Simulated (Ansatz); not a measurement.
# Electron–phonon scattering in Rh(111) film of 2 layers, part 2 of 4

The plan: relax Rh(111) film of 2 layers, check its phonons, and, if the lattice is stable, compute its Eliashberg function and ρ(T).

Ansatz 0.2.0; DFT PBEsol, scalar-relativistic, plane waves, PAW; PAW set soft_1.

So far: Set-up; A first look on a coarse mesh; Rough relaxation; Relaxing cell and atoms.

## 5. Tight relaxation

Phonons are second derivatives about the minimum, so the remaining forces must be small: the thresholds are tightened.

input.yaml reads:

```yaml
crystal:
  lattice:
    - [2.599342421, -2.7926e-06, 0.0]
    - [-1.2996687921, 2.251097966, 0.0]
    - [0.0, 0.0, 28.1878614963]
  atoms:
    - { symbol: Rh, position: [0.0, 0.0, 0.1957726063] }
    - { symbol: Rh, position: [0.3333333333, 0.6666666667, 0.27229873] }
  periodic: [true, true, false]
kpoints:
  mp_grid: { grid: [15, 15, 1] }
hamiltonian:
  xc: pbesol
  pseudopotentials: { kind: paw, azcp: { folder: soft_1 }, xc_functional: pbe }
scf:
  occupations: { method: methfessel_paxton, width: 0.2 }
output:
  forces: true
  stress: true
  eigenvalues: true
  write_density: true
  write_potential: true
  elf: true
  volumetric_format: npy
relax:
  adjacent_minimum: "off"
  f_tol: 0.001
  max_steps: 60
  cell: { stress_2d_tol: 0.002 }
```

Run with:

```sh
ansatz run input.yaml --threads 4 --pin off --max-ram 20480MiB --backend cpu --events-out ev --progress --plain --runs-dir out
```

Numbers of over 12 decimals in the logs are rounded to 6 here.

What it wrote:

```text
[the first part of the log is left out]
  E_vxc        = -503.250509  (∫ρ·V_xc dr)
  E_paw        = -7081.477895  (= ΣΔE_a)
  E_vpaw       = -581.057660  (= ΣTr[D̂ρ^β])
  E_aug_tail   = 0.000148  (compensation charges beyond the density's cutoff)
  E_ewald      = 46603.909014
  E_core_change = 0.552401  (= ΣΔE_core)
  E_smearing   = 0.003781  (= −TS)
  E_closure    = -0.000000  (closes the sum)
  Σ components = -12675.804434   (vs F -12675.804434, Δ=0.00e0)
--- Forces (eV/Å), atoms counted from 1 ---
  atom   1  Rh    -0.00000000    -0.00000000     0.00003139
  atom   2  Rh     0.00000000     0.00000000    -0.00003139
  max |Σ_I F_I| component: 1.16e-18 eV/Å
--- 2D stress c σ (N/m, compression-positive) ---
       -0.000186       0.000000       0.000000
        0.000000      -0.000186      -0.000000
        0.000000      -0.000000      -0.000000
  P = ½ c Tr σ = -0.0002 N/m
--- Band table (eV; the first three rows and the last of 27) ---
[...]
° read free of the cell's end (the report's vacuum.weakly_bound_levels)
--- Relaxed structure (3 steps of the walk, 3 accepted, 1 SCFs on fresh bases) ---
[...]
cell:  # Å, volume = 164.8588 Å³
    - [2.598721, -2.791896743857161e-6, 0]
    - [-1.299358, 2.250560, 0]
    - [0, 0, 28.1878614963]
  atoms:
    - { symbol: Rh, position: [9.25185853962002e-18, -5.0885221963063406e-17, 0.195757] }
    - { symbol: Rh, position: [0.333333, 0.666667, 0.272314] }
```

It took 9.3 s on 4 threads of Arm Neoverse V2, shared host; peak memory 0.5 GiB; 35 s of CPU time.

Little changed from the start: no atom moved by 0.005 Å and no cell edge by 0.1 %.

ELF in the ca plane at fractional y = 0.667, with atoms of Rh within 0.2 Å of it. It is the smooth field of the valence electrons, not physical close to the nuclei.

Ten even steps from '0' (0.00) to '9' (0.74), each cell a mean:
```
00000000001223565333333332100000000000000000
00000000001223555333333332100000000000000000
00000000001223443333454322100000000000000000
00000000001233332335787421100000000000000000
00000000001233333336999621000000000000000000
00000000001233333336999621000000000000000000
00000000001233333335787421100000000000000000
00000000001223443333454321100000000000000000
```
Columns run along c (16.0 Å, from fractional 0.00 to 0.57 of the cell), rows up along a (2.6 Å). Atoms in or near the plane, at fractional coordinates: Rh at (0.27, 0.33).

Electrostatic potential energy in the ca plane at fractional y = 0.667, with atoms of Rh within 0.2 Å of it. With pseudopotentials it is smooth inside the atoms' cores, unlike the true potential.

Ten even steps from '0' (-57 eV) to '9' (0 eV), each cell a mean:
```
99999999999997424798888999999999999999999999
99999999999997424798888999999999999999999999
99999999999998656887535899999999999999999999
99999999999999888884000589999999999999999999
99999999999999989972000389999999999999999999
99999999999999989972000389999999999999999999
99999999999999878884001589999999999999999999
99999999999998656887435899999999999999999999
```
Columns run along c (16.0 Å, from fractional 0.00 to 0.57 of the cell; values clipped at the 3rd and 97th percentile), rows up along a (2.6 Å). Atoms in or near the plane, at fractional coordinates: Rh at (0.27, 0.33).

Valence density in the ca plane at fractional y = 0.667, with atoms of Rh within 0.2 Å of it. It is the smooth field of the valence electrons, not physical close to the nuclei.

Ten steps, logarithmic in the rise over the least value, from '0' (0 e/Å³) to '9' (13 e/Å³), each cell a mean:
```
00000000000013565322333210000000000000000000
00000000000013565322333210000000000000000000
00000000000013454323554310000000000000000000
00000000000012333235887520000000000000000000
00000000000012222237998621000000000000000000
00000000000012222247999621000000000000000000
00000000000012333235887520000000000000000000
00000000000013454334565310000000000000000000
```
Columns run along c (16.0 Å, from fractional 0.00 to 0.57 of the cell), rows up along a (2.6 Å). Atoms in or near the plane, at fractional coordinates: Rh at (0.27, 0.33).

## 6. Lattice stability: q 2×2×1, k 8×8×1

Couplings are defined for a stable lattice alone, so phonons come first.

input.yaml, the sections that differ from step 5:

```yaml
crystal:
  lattice:
    - [2.5987214349, -2.7919e-06, 0.0]
    - [-1.2993582996, 2.2505601759, 0.0]
    - [0.0, 0.0, 28.1878614963]
  atoms:
    - { symbol: Rh, position: [0.0, 0.0, 0.1957573961] }
    - { symbol: Rh, position: [0.3333333333, 0.6666666667, 0.2723139402] }
  periodic: [true, true, false]
kpoints:
  mp_grid: { grid: [8, 8, 1] }
output:
  eigenvalues: true
phonons:
  method: dfpt
  qmesh: [2, 2, 1]
  temperatures: { t_max: 1000, t_step: 50 }
  qpath:
    path:
      - [0.0, 0.0, 0.0]
      - [0.5, 0.0, 0.0]
      - [0.33333333, 0.33333333, 0.0]
      - [0.0, 0.0, 0.0]
    npoints: 10
# hamiltonian, scf: as in step 5
# relax: removed
```

What it wrote:

```text
Warning: crystal.symmetry: narrowed to the stabiliser of the run's FFT grids — unitary ops 12 → 6. A phonons.method: dfpt run fills in the rows of the dynamical matrix that it does not solve by its symmetry operations, which is exact only for operations that map its FFT grids onto themselves: filled in by any other, the frequencies could depend on the order in which like atoms are typed, or, by more than the grids' own error, on where the crystal sits among the grids' points. Excluded: 6 operations. The run can therefore solve more perturbations, solve them on more k-points, or both, and cost more. [rest of the remark cut]
[...]
Crystal: 2 atoms, lattice volume = 164.859 Å³
Basis set: ecut = 420 eV, 3305 PW (Γ), exchange–correlation on 36×36×384 points (8 copies of the dense FFT grid, shifted against one another)
Bands: 21, of which v1, the nominal top of the filled ones, is band 17 counted from 1 (16 counted from 0)
Symmetry: 12 space group operations
k-points: 10 of 64 (irreducible under 6 space group operations, time reversal used)
[...]
SCF iter   1: F=—  HF=-12676.749790 eV  |F-HF|=—  |Δ(HF+E_count)|=         —  Δρ=4.36e-2  dr2=3.32e0  ethr=3.10e-3  ⟨swp⟩=13.2  Hψ=3852  notcnv=0  defer=5
automatic band count: the SCF goes on with 25 bands, as 21 were too few: the levels above may hold too much charge
[...]
SCF iter   2: F=—  HF=-12676.697202 eV  |F-HF|=—  |Δ(HF+E_count)|=   5.26e-2  S|Δr|=    0.00e0  Δρ=4.08e-2  dr2=3.37e0  ethr=3.10e-3  ⟨swp⟩=4.0  Hψ=803  notcnv=0  defer=19
[...]
SCF iter  12: F=-12675.765029 eV  HF=-12675.765029 eV  |F-HF|=5.46e-12  |Δ(HF+E_count)|=  2.40e-10  S|Δr|=    0.00e0  Δρ=3.73e-8  dr2=3.66e-12  ethr=1.00e-12  ⟨swp⟩=23.6  Hψ=2317  notcnv=0
SCF 1 converged in 12 iterations: F = -12675.765029 eV  dr2 = 3.66e-12
[...]
NSCF: frozen V_eff on 10 k-points
[...]
DFPT response loops at q = (0, 0, 0) (fractional): preconditioner auto → none (partly filled bands, converged f_vac=0.776); β = 0.50; Broyden in place of MSR1
[...]
SCF converged after 12 iterations
Stability not checked: this state was not tested for a lower state beside it, because cold or Methfessel-Paxton smearing, or corrected tetrahedra, fill the levels in a way that the test cannot read (fill_not_monotonic; see scf.lower_state_search)
Free energy (F): -12675.765029 eV
[...]
Internal energy: -12675.764141 eV  (E = F + TS)
E sigma→0 (E₀):  -12675.764807 eV
Entropy (-TS):   -0.000887 eV (-0.444 meV/atom)
Fermi energy:    -5.167232 eV
[...]
--- Band table (eV; the first three rows and the last of 10) ---
  k-point 0: bands = [... 13 lower, -7.8969, -7.8969, -6.3713, -5.7655, -5.7655, -4.7422, -4.7422, -4.2888, ... 4 higher]
  k-point 1: bands = [... 13 lower, -7.6426, -7.4829, -6.9995, -6.1535, -5.9355, -5.0281, -4.7309, -2.4801, ... 4 higher]
  k-point 2: bands = [... 13 lower, -7.4078, -6.9000, -6.5419, -6.3572, -5.7979, -4.7594, -3.8463, -0.3731, ... 4 higher]
  k-point 9: bands = [... 13 lower, -7.4430, -7.3486, -5.9829, -5.2148, -4.9604, 1.6301, 2.4206, 4.1766, ... 4 higher]
  ° read free of the cell's end (the report's vacuum.weakly_bound_levels)
--- Phonons (Γ-DFPT): 4 representative perturbations + reference (Σ response iterations 23) ---
  ASR residual: 8.162e-5 → 0.000e0 eV/Å²; symmetrization residual: 1.322e-5 eV/Å²
  The last average, over the group as it would stand without the narrowing to the FFT grids, took up to 4.441e-16 eV/Å² of the zone centre's force constants
  ASR residual per site (eV/Å²): 8.16e-5 8.13e-5
  Γ frequencies (cm⁻¹): 0.00 0.00 0.00 109.44 109.44 215.63
--- Phonons (arbitrary-q DFPT): 2 irreducible q on the 2×2×1 mesh ---
  q = [0.0000, 0.0000, 0.0000] (star 1, of the zone-centre solve; hermiticity 1.65e-6, symmetrization 7.51e-7, taken by the last average 5.05e-17): -0.00 0.00 0.00 109.44 109.44 215.63
  q = [0.0000, -0.5000, 0.0000] (star 3, 6 solved perturbations in 178 linear systems a pass and spin channel, the states on 34 of 64 k-point pairs; hermiticity 1.01e-6, symmetrization 5.04e-7, taken by the last average 2.26e-7): 65.12 120.95 144.51 145.77 230.61 242.28
  sum rule: each row above includes the acoustic sum rule's correction from the zone centre's row sums; it moved no ω² by more than (0.46 cm⁻¹)²
  mesh force constants: q→R imaginary residual 1.27e-17; ASR residual 8.162e-5 → 0.000e0 eV/Å²; symmetrization residual 5.329e-15 eV/Å²
  interpolated dispersion: 31 rows × 6 modes
  density of states and harmonic sums: on the 28×28×1 q-mesh, interpolated from the force constants of a 2×2×1 supercell (no non-analytic term)
  largest difference from the sums on the solved wave vectors: F 1.05e-1 eV, S 1.46e-4 and C_V 4.12e-5 eV/K
  zero-point energy: 0.053106 eV/cell   skipped modes (ω ≤ 0): 26, of them read as no rigid motion or as one in doubt: 23 (2.679e-1 modes/cell left out, lowest -21.39 cm⁻¹)   left out of the sums: 4.53e-2 of the cell's modes: C_V's classical limit lies that fraction below 3 k_B per atom; for a crystal, a wire or a layer, F and S can be off by more, and a phonons.interpolated_qmesh denser along its periods is the remedy for the sampling
```

Wall time 30 s (4 threads); peak memory 0.75 GiB; 1.9 min of CPU time.

This step gave:

```
share of imaginary modes in the plain interpolation between solved wavevectors : 0.0454
highest frequency, solved or plainly interpolated                              : 242.3 cm⁻¹
```

Solved on the 2×2×1 mesh alone; all other wavevectors are interpolated. Phonon branches along the path, in cm⁻¹:

```tsv
point	branch 1	branch 2	branch 3	branch 4	branch 5	branch 6
Γ	0	0	0	109	109	216
halfway	-11	101	130	156	185	190
M	65	121	144	146	231	242
halfway	67	110	168	171	224	234
K	86	86	199	209	209	210
halfway	7	122	140	162	191	193
Γ	0	0	0	109	109	216
```

The phonon branches as a text plot (rows in cm⁻¹):

```
    237 |               ************
    226 |               ****************     **
    215 |*****        **             *************           ****
    204 |     **    **                  ***       **     ****
    193 |       ******               ****  **       *****
    182 |         **                **       **
    171 |       **                 **          ***    ***
    160 |         ****          ***            *******
    149 |     **      ************                    *****
    138 |       **  ********                      ****     **
    127 |   **  ****  **  **                   ***  *******
    116 | ******    **      *******          **          *******
    105 |*    **  **               ***                ***       *
     94 |                             ***  **
     83 |       **                      ***                **
     72 |   **                     *****   **            **
     61 |     **          *********          **
     50 |               **                                 **
     39 | ****        **                       ***           ***
     28 |                                         **         ***
     17 | **        **
      6 |                                           **
     -5 |***                                                    *
    -16 |   ********                                  **********
         Γ                   M           K                      Γ
```

Lowest modes at the softest wavevector of the mesh. Modes at q = (0.500, 0.500, 0.000):

```tsv
mode	frequency (cm⁻¹)
1	65.1
2	121.0
3	144.5
4	145.8
5	230.6
6	242.3
```

Displacements in mode 1 (65.1 cm⁻¹), the largest set to 1, in the home cell:
```
Rh1  0.12 -0.07 -1.00
Rh2  0.12 -0.07 -1.00
```

Displacements in mode 3 (144.5 cm⁻¹), the largest set to 1, in the home cell:
```
Rh1 0.58 1.00 0.00
Rh2 0.58 1.00 0.00
```

Among the solved wavevectors the lowest mode, translations apart, is 65.1 cm⁻¹, so these are real on this k mesh.

## 7. Phonons: q 3×3×1, k 9×9×1

The interpolated branches dip below zero between the solved wavevectors, so the phonons are repeated with another q and k mesh.

input.yaml: that of step 6 with these lines changed.

```diff
@@ -10,3 +10,3 @@
 kpoints:
-  mp_grid: { grid: [8, 8, 1] }
+  mp_grid: { grid: [9, 9, 1] }
 hamiltonian:
@@ -20,3 +20,3 @@
   method: dfpt
-  qmesh: [2, 2, 1]
+  qmesh: [3, 3, 1]
   temperatures: { t_max: 1000, t_step: 50 }
```

What it wrote:

```text
[...]
Crystal: 2 atoms, lattice volume = 164.859 Å³
Basis set: ecut = 420 eV, 3305 PW (Γ), exchange–correlation on 36×36×384 points (8 copies of the dense FFT grid, shifted against one another)
Bands: 21, of which v1, the nominal top of the filled ones, is band 17 counted from 1 (16 counted from 0)
Symmetry: 12 space group operations
k-points: 12 of 81 (irreducible under 6 space group operations, time reversal used)
[...]
SCF iter   1: F=—  HF=-12676.807621 eV  |F-HF|=—  |Δ(HF+E_count)|=         —  Δρ=4.35e-2  dr2=3.28e0  ethr=3.10e-3  ⟨swp⟩=12.9  Hψ=4568  notcnv=0  defer=5
[...]
SCF iter  12: F=-12675.790156 eV  HF=-12675.790156 eV  |F-HF|=3.64e-12  |Δ(HF+E_count)|=  3.06e-10  S|Δr|=    0.00e0  Δρ=4.17e-8  dr2=3.50e-12  ethr=1.00e-12  ⟨swp⟩=25.2  Hψ=2859  notcnv=0
SCF 1 converged in 12 iterations: F = -12675.790156 eV  dr2 = 3.50e-12
[...]
SCF converged after 12 iterations
[...]
Free energy (F): -12675.790156 eV
[...]
Internal energy: -12675.794429 eV  (E = F + TS)
E sigma→0 (E₀):  -12675.791224 eV
Entropy (-TS):   0.004274 eV (2.137 meV/atom)
Fermi energy:    -5.255707 eV
[...]
--- Band table (eV; the first three rows and the last of 12) ---
  k-point 0: bands = [... 13 lower, -7.9446, -7.9446, -6.3987, -5.8221, -5.8221, -4.8002, -4.8002, -4.3090, ... 4 higher]
  k-point 1: bands = [... 13 lower, -7.7832, -7.6146, -6.9482, -6.0693, -5.9628, -5.1776, -4.7893, -2.7414, ... 4 higher]
  k-point 2: bands = [... 13 lower, -7.5520, -7.0179, -6.7197, -6.6228, -6.0073, -4.8080, -4.1789, -0.8807, ... 4 higher]
  k-point 11: bands = [... 13 lower, -7.9926, -7.8153, -6.1851, -5.1965, -5.1965, 3.1264, 3.2601, 3.2601, ... 4 higher]
  ° read free of the cell's end (the report's vacuum.weakly_bound_levels)
  °? not known for the slab's own: over its row's bound_up_to_ev there, or no deeper under its free states than its continued_xc_part_ev in size
[...]
ASR residual: 2.800e-5 → 0.000e0 eV/Å²; symmetrization residual: 1.948e-5 eV/Å²
[...]
ASR residual per site (eV/Å²): 2.80e-5 2.76e-5
  Γ frequencies (cm⁻¹): 0.00 0.00 0.00 116.43 116.43 222.28
--- Phonons (arbitrary-q DFPT): 3 irreducible q on the 3×3×1 mesh ---
[...]
interpolated dispersion: 31 rows × 6 modes
[...]
zero-point energy: 0.061503 eV/cell   skipped modes (ω ≤ 0): 3   left out of the sums: 6.86e-4 of the cell's modes: C_V's classical limit lies that fraction below 3 k_B per atom; for a crystal, a wire or a layer, F and S can be off by more, and a phonons.interpolated_qmesh denser along its periods is the remedy for the sampling
```

Elapsed: 72 s, on 4 threads; peak memory 1 GiB; 4.6 min of CPU time.

This step gave:

| Item | Value |
| --- | --- |
| zero point energy | 0.06150 eV/cell |
| share of imaginary modes in the plain interpolation between solved wavevectors | 0 |
| highest frequency, solved or plainly interpolated | 255.5 cm⁻¹ |

Solved on the 3×3×1 mesh alone; all other wavevectors are interpolated. Phonon branches along the path, in cm⁻¹:

```tsv
point	branch 1	branch 2	branch 3	branch 4	branch 5	branch 6
Γ	0	0	0	116	116	222
halfway	86	116	151	152	195	210
M	116	136	157	176	246	256
halfway	137	149	166	188	232	245
K	156	156	183	212	212	227
halfway	100	136	144	168	201	217
Γ	0	0	0	116	116	222
```

The phonon branches as a text plot (rows in cm⁻¹):

```
    250 |               ************
    240 |             ******   **** **       *****
    229 |           ****           ** *******     **
    218 |*****                       ***   *******  **       ****
    208 |     ********                *******     **  *******
    197 |         **                **       **     **
    186 |                         **    ***    ***    ***
    176 |       **      **********   ***   ****   **
    165 |           ****        *****          ***  **   **
    154 |     **  **************    ***********   **  ***
    144 |       **             *******       ****************
    133 |   ****      *********   **           ***  **
    122 | ****      **         ***                **  **********
    112 |*    **  **  *********                                 *
    101 |       **  **                              **
     90 |         **                                     ****
     80 |   ****                                      ***
     69 |       **                                         **
     59 |   **                                           **
     48 |     **                                             ***
     37 | ****                                             *****
     27 | **
     16 | **                                                 ***
      5 |*                                                      *
         Γ                   M           K                      Γ
```

Lowest modes at the softest wavevector of the mesh. Modes at q = (-0.333, 0.000, 0.000):

```tsv
mode	frequency (cm⁻¹)
1	104.2
2	130.3
3	151.2
4	165.0
5	222.0
6	233.6
```

Displacements in mode 1 (104.2 cm⁻¹), the largest set to 1, in the home cell (x, y, z of the real part, then of the imaginary part):
```
Rh1  0.23  0.13  1.00 -0.09 -0.05  0.00
Rh2  0.23  0.13  1.00  0.09  0.05  0.00
```

Displacements in mode 3 (151.2 cm⁻¹), the largest set to 1, in the home cell (x, y, z of the real part, then of the imaginary part):
```
Rh1  0.33  0.19 -1.00 -0.20 -0.11  0.01
Rh2 -0.33 -0.19  1.00 -0.20 -0.11  0.01
```

Among the solved wavevectors the lowest mode, translations apart, is 104 cm⁻¹, so these are real on this k mesh.

(Part 2 of 4 ends here.)

[Logs are printed without paths, hosts, clocks, repeated set-up lines and the standing remarks that a program may print on its own settings, such as how far it seeks lower states.]

[Hosts, paths, dates, database ids (printed as entryN), source tags and the programs' standing remarks are cut or masked in the printed files.]
